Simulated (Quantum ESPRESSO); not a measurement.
# AlN (P6_3mc): phonon shifts against biaxial strain

How do the zone-centre modes of AlN (P6_3mc) move in a layer strained in its (0001) plane?

Main program and level: Quantum ESPRESSO 7.5; DFT LDA, scalar-relativistic, plane waves, PseudoDojo norm-conserving pseudopotentials.

The database entry behind the starting cell differs from later determinations by our own check (inner coordinate u about 0.002 short), so it need not match the best structure at ambient conditions.

## (1) The relaxed structure

It takes space group P6_3mc (No. 186, hexagonal). Conventional cell: a = 3.082 Å, b = 3.082 Å, c = 4.933 Å, α = 90.00°, β = 90.00°, γ = 120.00°. Nearest to Al lie 4 N at 1.87 to 1.88 Å. Nearest to N lie 4 Al at 1.87 to 1.88 Å. Farther neighbours and most contacts between anions are not listed.

This is the cell after its relaxation at this level of theory, not the database cell from which that began.

## (2) Strained cells

The in-plane lattice vectors are held at a strain ε, as on a substrate; the length along z is set so that σ_zz vanishes, and the atoms are relaxed. Modes are taken without the LO-TO term. Cutoff 92 Ry, k mesh 9×9×4.

From the response at ε = -0.03:

The log of the run:

```text
[banners, grids, parts of the stress and lines that vanish by symmetry left out]
Program PHONON v.7.5
     Reading xml data from directory:

[...]
Exchange-correlation= PW
                           (   1   4   0   0   0   0   0)
[...]
kinetic-energy cut-off    =      92.0000  Ry
     charge density cut-off    =     368.0000  Ry
     convergence threshold     =      1.0E-18
[...]
Exchange-correlation= PW
                           (   1   4   0   0   0   0   0)
[...]
q = (   0.0000000   0.0000000   0.0000000 )
     13 Sym.Ops. (with q -> -q+G )
     G cutoff =  297.5108  (  31161 G-vectors)     FFT grid: ( 36, 36, 60)
     number of k points=    36
[...]
Mode symmetry, C_6v (6mm)  point group:
[...]
Dielectric constant
[...]
End of electric fields calculation
          Dielectric constant in cartesian axis
          (       4.284461464       0.000000001       0.000000000 )
          (       0.000000001       4.284461462       0.000000000 )
          (       0.000000000      -0.000000000       4.570578878 )
          Effective charges (d Force / dE) in cartesian axis without acoustic sum rule applied (asr)
           atom    1  Al    Mean Z*:        2.54743
      Ex  (        2.50030       -0.00000       -0.00000 )
      Ey  (       -0.00000        2.50030       -0.00000 )
      Ez  (        0.00000       -0.00000        2.64170 )
           atom    2  Al    Mean Z*:        2.54743
      Ex  (        2.50030       -0.00000        0.00000 )
      Ey  (       -0.00000        2.50030       -0.00000 )
      Ez  (       -0.00000       -0.00000        2.64170 )
           atom    3  N     Mean Z*:       -2.54724
      Ex  (       -2.50046       -0.00000        0.00000 )
      Ey  (       -0.00000       -2.50046       -0.00000 )
      Ez  (        0.00000        0.00000       -2.64078 )
           atom    4  N     Mean Z*:       -2.54724
      Ex  (       -2.50046       -0.00000        0.00000 )
      Ey  (       -0.00000       -2.50046       -0.00000 )
      Ez  (        0.00000        0.00000       -2.64078 )
          Effective charges Sum: Mean:        0.00039
[...]
Effective charges (d Force / dE) in cartesian axis with asr applied:
           atom    1  Al    Mean Z*:        2.54733
[...]
atom    2  Al    Mean Z*:        2.54733
[...]
atom    3  N     Mean Z*:       -2.54733
[...]
atom    4  N     Mean Z*:       -2.54733
[...]
Representation #   1 mode #   1
[...]
End of self-consistent calculation
     Convergence has been achieved
     Representation #   2 mode #   2
[...]
Convergence has been achieved
     Representation #   7 modes #   9  10
[...]
End of self-consistent calculation
     Convergence has been achieved
     Representation #   8 modes #  11  12
[...]
End of self-consistent calculation
     Convergence has been achieved
[...]
Dielectric constant in cartesian axis
          (       4.284461464       0.000000001       0.000000000 )
          (       0.000000001       4.284461462       0.000000000 )
          (       0.000000000      -0.000000000       4.570578878 )
          Effective charges (d Force / dE) in cartesian axis without acoustic sum rule applied (asr)
           atom    1  Al    Mean Z*:        2.54743
      Ex  (        2.50030       -0.00000       -0.00000 )
      Ey  (       -0.00000        2.50030       -0.00000 )
      Ez  (        0.00000       -0.00000        2.64170 )
           atom    2  Al    Mean Z*:        2.54743
      Ex  (        2.50030       -0.00000        0.00000 )
      Ey  (       -0.00000        2.50030       -0.00000 )
      Ez  (       -0.00000       -0.00000        2.64170 )
           atom    3  N     Mean Z*:       -2.54724
      Ex  (       -2.50046       -0.00000        0.00000 )
      Ey  (       -0.00000       -2.50046       -0.00000 )
      Ez  (        0.00000        0.00000       -2.64078 )
           atom    4  N     Mean Z*:       -2.54724
      Ex  (       -2.50046       -0.00000        0.00000 )
      Ey  (       -0.00000       -2.50046       -0.00000 )
      Ez  (        0.00000        0.00000       -2.64078 )
          Effective charges Sum: Mean:        0.00039
[...]
Effective charges (d Force / dE) in cartesian axis with asr applied:
           atom    1  Al    Mean Z*:        2.54733
[...]
atom    2  Al    Mean Z*:        2.54733
[...]
atom    3  N     Mean Z*:       -2.54733
[...]
atom    4  N     Mean Z*:       -2.54733
[...]
q = (    0.000000000   0.000000000   0.000000000 )
[...]
freq (    1) =      -0.035122 [THz] =      -1.171535 [cm-1]
     freq (    2) =      -0.034053 [THz] =      -1.135871 [cm-1]
     freq (    3) =      -0.034053 [THz] =      -1.135871 [cm-1]
     freq (    4) =       6.831203 [THz] =     227.864408 [cm-1]
     freq (    5) =       6.831203 [THz] =     227.864408 [cm-1]
     freq (    6) =      17.603332 [THz] =     587.183957 [cm-1]
     freq (    7) =      20.133685 [THz] =     671.587431 [cm-1]
     freq (    8) =      21.586650 [THz] =     720.053147 [cm-1]
     freq (    9) =      21.586650 [THz] =     720.053148 [cm-1]
     freq (   10) =      21.879018 [THz] =     729.805482 [cm-1]
     freq (   11) =      21.879018 [THz] =     729.805482 [cm-1]
     freq (   12) =      22.892988 [THz] =     763.627870 [cm-1]
[...]
Mode symmetry, C_6v (6mm)  point group:
     freq (   1-   1) =         -1.2  [cm-1]   --> A_1             I+R
     freq (   2-   3) =         -1.1  [cm-1]   --> E_1             I+R
     freq (   4-   5) =        227.9  [cm-1]   --> E_2             R
     freq (   6-   6) =        587.2  [cm-1]   --> B_1
     freq (   7-   7) =        671.6  [cm-1]   --> A_1             I+R
     freq (   8-   9) =        720.1  [cm-1]   --> E_2             R
     freq (  10-  11) =        729.8  [cm-1]   --> E_1             I+R
     freq (  12-  12) =        763.6  [cm-1]   --> B_1

   JOB DONE.
```

The run at ε = -0.01 is held back.

```
    ε     ε_zz  σ_xx (GPa, tension positive)  E2(high) (cm⁻¹)  A1(TO) (cm⁻¹)
-0.03   0.0164                        -16.14           720.05         671.59
-0.02   0.0112                        -10.36           704.73         655.30
-0.01   0.0057                         -4.99        held back      held back
    0   0.0000                         -0.02           672.85         625.37
 0.01  -0.0061                          4.56           656.59         611.53
 0.02  -0.0125                          8.75           640.34         598.23
 0.03  -0.0196                         12.55           624.31         585.26
```

## (3) The fit

Parabolas ω = ω₀ + a ε + b ε² through the other rows:

```
    mode  ω₀ (cm⁻¹)  a (cm⁻¹)  b (cm⁻¹)
E2(high)      672.8     -1600      -656
  A1(TO)      625.4     -1435      3309
```

The biaxial modulus, the linear term of σ_xx, is 478 GPa, so the E2(high) mode moves by a/M = -3.3 cm⁻¹ a GPa of tensile stress. The ratio −ε_zz/ε near zero is 0.60. For ε = -0.01 the fits predict 688.71 and 640.13 cm⁻¹.

## (4) The run that was held back

The log of the run:

```text
[banners, grids, parts of the stress and lines that vanish by symmetry left out]
[banner, memory and clock lines left out]
Program PHONON v.7.5

[...]
Exchange-correlation= PW
                           (   1   4   0   0   0   0   0)
[...]
kinetic-energy cut-off    =      92.0000  Ry
     charge density cut-off    =     368.0000  Ry
     convergence threshold     =      1.0E-18
[...]
Exchange-correlation= PW
                           (   1   4   0   0   0   0   0)
[...]
q = (   0.0000000   0.0000000   0.0000000 )
     13 Sym.Ops. (with q -> -q+G )
     G cutoff =  309.9058  (  32223 G-vectors)     FFT grid: ( 36, 36, 60)
     number of k points=    36
[...]
Mode symmetry, C_6v (6mm)  point group:
[...]
Dielectric constant
[...]
End of electric fields calculation
          Dielectric constant in cartesian axis
          (       4.321951619      -0.000000000       0.000000000 )
          (      -0.000000000       4.321951617       0.000000000 )
          (       0.000000000      -0.000000000       4.558407282 )
          Effective charges (d Force / dE) in cartesian axis without acoustic sum rule applied (asr)
           atom    1  Al    Mean Z*:        2.55632
      Ex  (        2.50521       -0.00000        0.00000 )
      Ey  (        0.00000        2.50521        0.00000 )
      Ez  (       -0.00000        0.00000        2.65852 )
           atom    2  Al    Mean Z*:        2.55632
      Ex  (        2.50521        0.00000       -0.00000 )
      Ey  (        0.00000        2.50521       -0.00000 )
      Ez  (        0.00000        0.00000        2.65852 )
[...]
atom    4  N     Mean Z*:       -2.55597
      Ex  (       -2.50527       -0.00000        0.00000 )
      Ey  (       -0.00000       -2.50527       -0.00000 )
      Ez  (        0.00000       -0.00000       -2.65735 )
          Effective charges Sum: Mean:        0.00070
[...]
Effective charges (d Force / dE) in cartesian axis with asr applied:
           atom    1  Al    Mean Z*:        2.55614
[...]
atom    2  Al    Mean Z*:        2.55614
[...]
atom    3  N     Mean Z*:       -2.55614
[...]
atom    4  N     Mean Z*:       -2.55614
[...]
q = (    0.000000000   0.000000000   0.000000000 )
[...]
freq (    1) =      -0.019414 [THz] =      -0.647580 [cm-1]
     freq (    2) =      -0.017510 [THz] =      -0.584085 [cm-1]
     freq (    3) =      -0.017510 [THz] =      -0.584085 [cm-1]
     freq (    4) =       7.115770 [THz] =     237.356535 [cm-1]
     freq (    5) =       7.115770 [THz] =     237.356535 [cm-1]
     freq (    6) =      16.952212 [THz] =     565.464931 [cm-1]
     freq (    7) =      19.183953 [THz] =     639.907806 [cm-1]
     freq (    8) =      20.654330 [THz] =     688.954286 [cm-1]
     freq (    9) =      20.654330 [THz] =     688.954286 [cm-1]
     freq (   10) =      20.969201 [THz] =     699.457253 [cm-1]
     freq (   11) =      20.969201 [THz] =     699.457254 [cm-1]
     freq (   12) =      22.316688 [THz] =     744.404583 [cm-1]
[...]
Mode symmetry, C_6v (6mm)  point group:
     freq (   1-   1) =         -0.6  [cm-1]   --> A_1             I+R
     freq (   2-   3) =         -0.6  [cm-1]   --> E_1             I+R
     freq (   4-   5) =        237.4  [cm-1]   --> E_2             R
     freq (   6-   6) =        565.5  [cm-1]   --> B_1
     freq (   7-   7) =        639.9  [cm-1]   --> A_1             I+R
     freq (   8-   9) =        689.0  [cm-1]   --> E_2             R
     freq (  10-  11) =        699.5  [cm-1]   --> E_1             I+R
     freq (  12-  12) =        744.4  [cm-1]   --> B_1
```

It gives 688.95 and 639.91 cm⁻¹.

## (5) Outcome

| Property | Result |
| --- | --- |
| strain coefficient of the E2(high) mode | -1600 cm⁻¹ |
| strain coefficient of the A1(TO) mode | -1435 cm⁻¹ |
| biaxial modulus | 478 GPa |

One per cent of tensile strain moves the E2(high) mode of AlN (P6_3mc) by -16.0 cm⁻¹ and the A1(TO) mode by -14.3 cm⁻¹; the fits miss the run held back by up to 0.24 cm⁻¹. At 3 % strain the quadratic term is 1 % of the linear one for the E2(high) mode and 7 % for the A1(TO) mode. These are harmonic values at zero temperature, without the LO-TO term, for a homogeneous, dislocation-free layer.

[Host names and launcher messages were left out of these logs when they were recorded.]

[Logs are printed without paths, hosts, clocks, repeated set-up lines and the standing remarks that a program may print on its own settings, such as how far it seeks lower states.]

[Hosts, paths, dates, database ids (printed as entryN), source tags and the programs' standing remarks are cut or masked in the printed files.]
